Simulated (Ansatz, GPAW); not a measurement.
# How MoS3 (model structure) absorbs and reflects light, part 3 of 3

Aim: the dielectric function of MoS3 (model structure), and the optical constants that follow from it. The cell was made here by substitution or stacking, whether or not such a phase is known. It was built so: All O replaced by S and W replaced by Mo in the Pm-3m structure of WO3. The cell is first relaxed with Ansatz.

GPAW 26.7.0; DFT, PBE, plane-wave PAW (GPAW data sets), scalar-relativistic, RPA, optical limit.

So far. Step 3 (Ground state): There are states at the Fermi level within the smearing, so the occupations stay smeared and the carriers get a Drude term.

### 5. Dielectric function, RPA

Local fields let the induced charge screen the field inside the cell, which as a rule lowers ε, most along directions where the density is uneven.

This step: DFT, PBE, plane-wave PAW (GPAW data sets), scalar-relativistic, RPA, optical limit (GPAW 26.7.0).

The input, df.py:

```python
from gpaw.response.df import DielectricFunction

df = DielectricFunction('full.gpw', frequencies={'type': 'nonlinear', 'domega0': 0.03, 'omega2': 8},
                        ecut=60,
                        eta=0.15,
                        nbands=65,
                        rate=0.1,
                        txt='df.txt')
for direction in ['x']:
    df.get_dielectric_function(xc='RPA', direction=direction, filename=f'df_{direction}.csv')
```

The run is started by

```bash
> OMP_NUM_THREADS=1 python df.py
```

Numbers of over 12 decimals in the logs are rounded to 6 here.

Log:

```text
Using integrator: PointIntegrator
NonLinearFrequencyDescriptor(from 0.000 to 93.938 eV, 535 points)
Nonperiodic BCs:  [False False False]
Using integrator: PointIntegrator
NonLinearFrequencyDescriptor(from 0.000 to 93.938 eV, 535 points)
Nonperiodic BCs:  [False False False]
Using integrator: PointIntegrator

Calculating chi0 body with:
    Ground state adapter containing:
    Number of spins: 1
    Number of kpoints: 343
    Number of irreducible kpoints: 20
    Number of completely occupied states: 13
    Number of partially occupied states: 21

    Linear response parametrization:
    q_c: [0.0, 0.0, 0.0]
    Number of frequency points: 535
    Planewave cutoff: 60.0
    Number of bands: 65
    Number of planewaves: 93
    Broadening (eta): 0.15

Integrating chi0 body.

Symmetries of q_c:
    Direct symmetries (Uq -> q): 48
    Indirect symmetries (TUq -> q): 0
In total 48 allowed symmetries.

20 groups of equivalent kpoints. 94.169096% reduction.

Integral kind: spectral function

Calculating chi0 optical extensions with:
    Ground state adapter containing:
    Number of spins: 1
    Number of kpoints: 343
    Number of irreducible kpoints: 20
    Number of completely occupied states: 13
    Number of partially occupied states: 21

    Linear response parametrization:
    Number of frequency points: 535
    Planewave cutoff: 60.0
    Number of bands: 65
    Number of planewaves: 93
    Broadening (eta): 0.15
Integrating chi0 head and wings.

Symmetries of q_c:
    Direct symmetries (Uq -> q): 48
    Indirect symmetries (TUq -> q): 0
In total 48 allowed symmetries.

20 groups of equivalent kpoints. 94.169096% reduction.

Integral kind: spectral function wings

Calculating drude chi0 with:
    Number of frequency points:535
    Plasma frequency decay rate: 0.1 eV

    Ground state adapter containing:
    Number of spins: 1
    Number of kpoints: 343
    Number of irreducible kpoints: 20
    Number of completely occupied states: 13
    Number of partially occupied states: 21

Symmetries of q_c:
    Direct symmetries (Uq -> q): 48
    Indirect symmetries (TUq -> q): 0
In total 48 allowed symmetries.

20 groups of equivalent kpoints. 94.169096% reduction.

Integral kind: intraband
Plasma frequency:
[[1.55-0.j 0.  -0.j 0.  +0.j]
 [0.  +0.j 1.55-0.j 0.  +0.j]
 [0.  +0.j 0.  +0.j 1.55-0.j]]
```

Run time: 21 s. Hardware: 1 thread of Arm Neoverse V1, shared host; peak memory 0.46 GiB.

Some rows of df_x.csv (energy; Re and Im without local fields; Re and Im with them):

```text
0.000000, 274.102081, -0.000000, 273.193318, -0.000000
0.555532, 19.946596, 17.086676, 18.923867, 16.665483
1.143969, 17.345377, 36.511463, 17.571833, 34.484321
1.768324, -9.248395, 11.752871, -9.039785, 12.028470
2.431988, -0.516985, 2.927359, -0.623631, 2.980936
3.138794, 1.826854, 5.699427, 1.751967, 5.855963
3.893091, 1.906074, 6.633589, 1.669719, 6.913559
4.699832, 0.421344, 4.306980, 0.045686, 4.688356
5.564682, 1.226940, 1.999405, 0.539215, 2.109193
6.494155, 0.584048, 2.188369, -0.180686, 2.240358
7.495775, 1.844300, 1.751372, 0.885405, 1.595525
8.578281, 2.806561, 2.016171, 1.695220, 1.472581
9.751884, 1.978052, 3.620096, 1.122192, 2.234185
11.028587, 0.143097, 3.188494, 0.328192, 1.880969
12.422601, 0.677466, 2.129897, 0.257465, 1.061652
13.950874, -0.420853, 2.457801, 0.539941, 1.239681
15.633783, -0.733398, 1.399633, 0.549777, 1.042331
17.496047, -0.417574, 0.624335, 0.433868, 0.849728
19.567954, -0.001188, 0.276896, 0.267909, 0.761490
```

The Im ε, E ∥ x has structure finer than the step of the table below, so its rows give means over 0.5 eV, whole bins alone (the curve runs from 0.305 to 21.9 eV). Peaks (eV: height): 1.21: 37.7.

Sum at mesh points, not converged in k. Im ε, E ∥ x against photon energy; means over each step:

```csv
photon energy (eV),"Im ε, E ∥ x"
1.0,24.0
1.5,22.3
2.0,6.54
2.5,3.00
3.0,4.43
3.5,4.19
4.0,6.14
4.5,4.64
5.0,3.51
5.5,2.15
6.0,2.67
6.5,2.09
7.0,1.31
7.5,1.56
8.0,1.59
8.5,1.53
9.0,2.54
9.5,2.22
10.0,2.50
10.5,1.89
11.0,1.81
11.5,1.52
12.0,1.38
12.5,1.06
13.0,0.989
13.5,1.08
14.0,1.22
14.5,1.06
15.0,1.08
15.5,1.06
16.0,1.11
16.5,1.11
17.0,0.953
17.5,0.867
18.0,0.868
18.5,0.851
19.0,0.906
19.5,0.784
20.0,0.677
20.5,0.568
21.0,0.548
21.5,0.522
```

Values under 1 per cm are given as 1; sum at mesh points, not converged in k. Table of absorption coefficient, E ∥ x by photon energy:

photon energy (eV), log10 absorption coefficient, E ∥ x (1/cm) and a bar from the least value:
```
     1.01        5.3 
     1.99        5.7 #################
     3.02        5.5 #########
     3.98        5.8 ######################
     4.98        5.9 ########################
     6.02        5.8 ###################
     6.99        5.6 ############
     8.03        5.7 ################
     9.02        5.9 #########################
    10.03        6.0 ##############################
    11.03        6.0 #############################
    12.02        6.0 ############################
    13.00        5.9 #######################
    14.04        6.0 ###########################
    14.96        5.9 #########################
    16.03        6.0 ############################
    16.96        6.0 #############################
    18.05        6.0 ############################
    18.97        6.0 ##############################
    20.06        6.0 ############################
    20.95        5.9 ##########################
```

The reflectivity at normal incidence, E ∥ x has structure finer than the step of the table below, so its rows give means over 0.5 eV, whole bins alone (the curve runs from 0.305 to 21.9 eV). Peaks (eV: height): 1.84: 64.8, 3.18: 28.8, 5.03: 35.9, 6.60: 24.0, 10.31: 19.7.

Sum at mesh points, not converged in k. Table of reflectivity at normal incidence, E ∥ x by photon energy; means over each step:

photon energy (eV), reflectivity at normal incidence, E ∥ x (%) and a bar from the least value:
```
      1.0       52.3 #########################
      1.5       61.9 ##############################
      2.0       60.1 #############################
      2.5       27.0 ###########
      3.0       22.3 ########
      3.5       21.5 ########
      4.0       31.2 #############
      4.5       30.5 #############
      5.0       34.0 ###############
      5.5       19.4 #######
      6.0       18.8 #######
      6.5       22.7 #########
      7.0       10.0 ##
      7.5        9.1 #
      8.0        8.5 #
      8.5        7.8 #
      9.0       14.3 ####
      9.5       14.4 ####
     10.0       17.6 ######
     10.5       17.2 ######
     11.0       15.7 #####
     11.5       15.1 #####
     12.0       15.2 #####
     12.5       11.6 ###
     13.0        8.2 #
     13.5        6.8 
     14.0        9.5 #
     14.5        8.5 #
     15.0        7.9 #
     15.5        8.0 #
     16.0        8.3 #
     16.5       10.0 ##
     17.0       10.0 ##
     17.5        8.3 #
     18.0        8.3 #
     18.5        8.2 #
     19.0        9.1 #
     19.5       10.9 ##
     20.0       10.7 ##
     20.5        9.1 #
     21.0        8.3 #
     21.5        7.9 #
```

The Im ε, E ∥ x has structure finer than the step of the table below, so its rows give means over 0.5 eV, whole bins alone (the curve runs from 0.305 to 21.9 eV). Peaks (eV: height): without local fields 1.21: 39.2; with local fields 1.21: 37.7.

Sum at mesh points, not converged in k. The Im ε, E ∥ x by photon energy; means over each step:

```csv
photon energy (eV),without local fields,with local fields
1.0,25.3,24.0
1.5,22.5,22.3
2.0,6.40,6.54
2.5,2.94,3.00
3.0,4.33,4.43
3.5,4.01,4.19
4.0,5.90,6.14
4.5,4.33,4.64
5.0,3.20,3.51
5.5,2.01,2.15
6.0,2.59,2.67
6.5,2.05,2.09
7.0,1.42,1.31
7.5,1.73,1.56
8.0,2.02,1.59
8.5,2.05,1.53
9.0,3.55,2.54
9.5,3.20,2.22
10.0,3.85,2.50
10.5,2.91,1.89
11.0,3.00,1.81
11.5,2.18,1.52
12.0,2.07,1.38
12.5,2.20,1.06
13.0,2.46,0.989
13.5,3.00,1.08
14.0,2.48,1.22
14.5,2.29,1.06
15.0,1.92,1.08
15.5,1.40,1.06
16.0,1.24,1.11
16.5,0.837,1.11
17.0,0.670,0.953
17.5,0.595,0.867
18.0,0.433,0.868
18.5,0.366,0.851
19.0,0.321,0.906
19.5,0.271,0.784
20.0,0.240,0.677
20.5,0.235,0.568
21.0,0.193,0.548
21.5,0.167,0.522
```

The loss function −Im 1/ε at q → 0, E ∥ x has structure finer than the step of the table below, so its rows give means over 1 eV, whole bins alone (the curve runs from 0.305 to 21.9 eV). Peaks (eV: height): 2.5: 0.340, 5.4: 0.513, 6.8: 0.823, 12.4: 0.890, 20.4: 1.45.

Sum at mesh points, not converged in k. Loss function −Im 1/ε at q → 0, E ∥ x against energy loss; means over each step:

```
energy loss (eV)  loss function −Im 1/ε at q → 0, E ∥ x
               1                                 0.0277
               2                                  0.130
               3                                  0.223
               4                                  0.167
               5                                  0.312
               6                                  0.389
               7                                  0.568
               8                                  0.421
               9                                  0.310
              10                                  0.410
              11                                  0.568
              12                                  0.741
              13                                  0.796
              14                                  0.688
              15                                  0.737
              16                                  0.738
              17                                  0.910
              18                                  0.928
              19                                  0.989
              20                                   1.31
              21                                   1.35
```

Optical constants at common wavelengths, from n + ik = √ε:

```csv
wavelength (nm),n,k,R (%),1/α
1064,5.19,3.465,58.8,24 nm
633,1.16,2.834,63.5,18 nm
532,1.00,1.600,39.0,26 nm
450,1.58,0.889,15.2,40 nm
405,2.12,1.272,25.3,25 nm
248,1.13,1.571,35.5,13 nm
193,1.05,1.099,22.4,14 nm
```

A polished face would reflect 46 % of daylight and look yellow (CIE x = 0.415, y = 0.410 under D65).

### 6. Outcome

In words: At this level (PBE, RPA) MoS3 is a metal. The mesh is too coarse to trust the carriers' weight, the reflectivity or the colour to better than tens of per cent. The cell shrank by 9.4 % in volume. A polished face would reflect 46 % of daylight and look yellow (CIE x = 0.415, y = 0.410 under D65). The carriers' damping of 0.1 eV is typed, not computed; it shapes the response at the lowest energies. The run has no spin polarisation; magnetic order or correlation, untested here, could change the spectrum. In this version of GPAW the matrix elements of the optical limit are incomplete, which can lower ε − 1 by up to a tenth where first-row anions or d states rule, and shift it by more in d metals. GPAW's carrier term has the form −ωp²/(ω + i·rate)², which damps like twice the rate and fails at low energy, so the curves leave the lowest energies out. The sum runs over mesh points 0.19 Å⁻¹ apart with no interpolation, so peaks are partly noise of the mesh, and the Drude plasma energy, a sum over the Fermi surface, isn't converged.

[Machine, clock and banner lines and Python warnings are left out of the logs.]

[Logs are printed without paths, hosts, clocks, repeated set-up lines and the standing remarks that a program may print on its own settings, such as how far it seeks lower states.]

[Hosts, paths, dates, database ids (printed as entryN), source tags and the programs' standing remarks are cut or masked in the printed files.]
